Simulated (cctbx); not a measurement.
**PrMn6: precision against data quality**

Space group P2_1/c (no. 14), a = 5.1210 Å, b = 10.1660 Å, c = 8.0740 Å, α = 90.00°, β = 90.74°, γ = 90.00°.

```csv
atom,mult.,x,y,z,Ueq (Å²)
Pr1,4,0.2626,0.0583,0.7461,0.0088
Mn1,4,0.0171,0.3077,0.9468,0.0122
Mn2,4,0.4814,0.3021,0.9323,0.0103
Mn3,4,0.2723,0.7536,0.3086,0.0111
Mn4,4,0.2549,0.9780,0.3951,0.0129
Mn5,4,0.2435,0.3616,0.6514,0.0100
Mn6,4,0.2165,0.9115,0.0387,0.0097
```

The model was made for the exercise: a known structure type with other elements put in, its volume estimated, not relaxed; displacement parameters are assumed.

Five simulated data sets (cctbx; Mo Kα, λ = 0.71073 Å; 4 % proportional error) differ in resolution or exposure (noise floor 8 counts in the first three, 8 in the last two). Each is refined with the right model, isotropic at 1.1 Å and anisotropic otherwise. How do the figures of merit and the uncertainties move?

| d min (Å) | top counts | ⟨I/σ⟩ (unmerged, absences included) | unique | param. (scale apart) | Rint | R1 | GooF | largest s.u. xyz (fractional) | s.u. U of Mn1 (Å²) | largest error (Å) |
| --- | --- | --- | --- | --- | --- | --- | --- | --- | --- | --- |
| 1.1 | 5000 | 8.3 | 324 | 28 | 0.047 | 0.0240 | 0.96 | 0.00051 | 0.0007 | 0.0037 |
| 0.84 | 5000 | 7.4 | 740 | 63 | 0.053 | 0.0259 | 0.94 | 0.00030 | 0.0008 | 0.0021 |
| 0.6 | 5000 | 5.4 | 2033 | 63 | 0.072 | 0.0341 | 0.91 | 0.00020 | 0.0004 | 0.0030 |
| 0.75 | 300 | 1.1 | 1044 | 63 | 0.379 | 0.0977 | 0.92 | 0.00195 | 0.0048 | 0.0244 |
| 0.75 | 3000 | 5.3 | 1044 | 63 | 0.076 | 0.0328 | 0.92 | 0.00034 | 0.0008 | 0.0047 |

The number of reflections grows roughly as 1/d³: 324, 740 and 2033 here. R1 follows the noise rather than the truth: at 300 counts it is 0.0977, at 3000 counts 0.0328, while GooF is 0.92 and 0.92: the weights 1/σ² carry the noise. The s.u. of U (U11 where anisotropic) for Mn1 goes 0.0007, 0.0008, 0.0004 Å² with resolution and 0.0048, 0.0008 Å² with exposure.

Hardware for the 0.6 Å refinement: 0.47 s on 1 thread of Arm Neoverse V2, on a shared host, peak memory 0.09 GiB.

[Logs are printed without paths, hosts, clocks, repeated set-up lines and the standing remarks that a program may print on its own settings, such as how far it seeks lower states.]
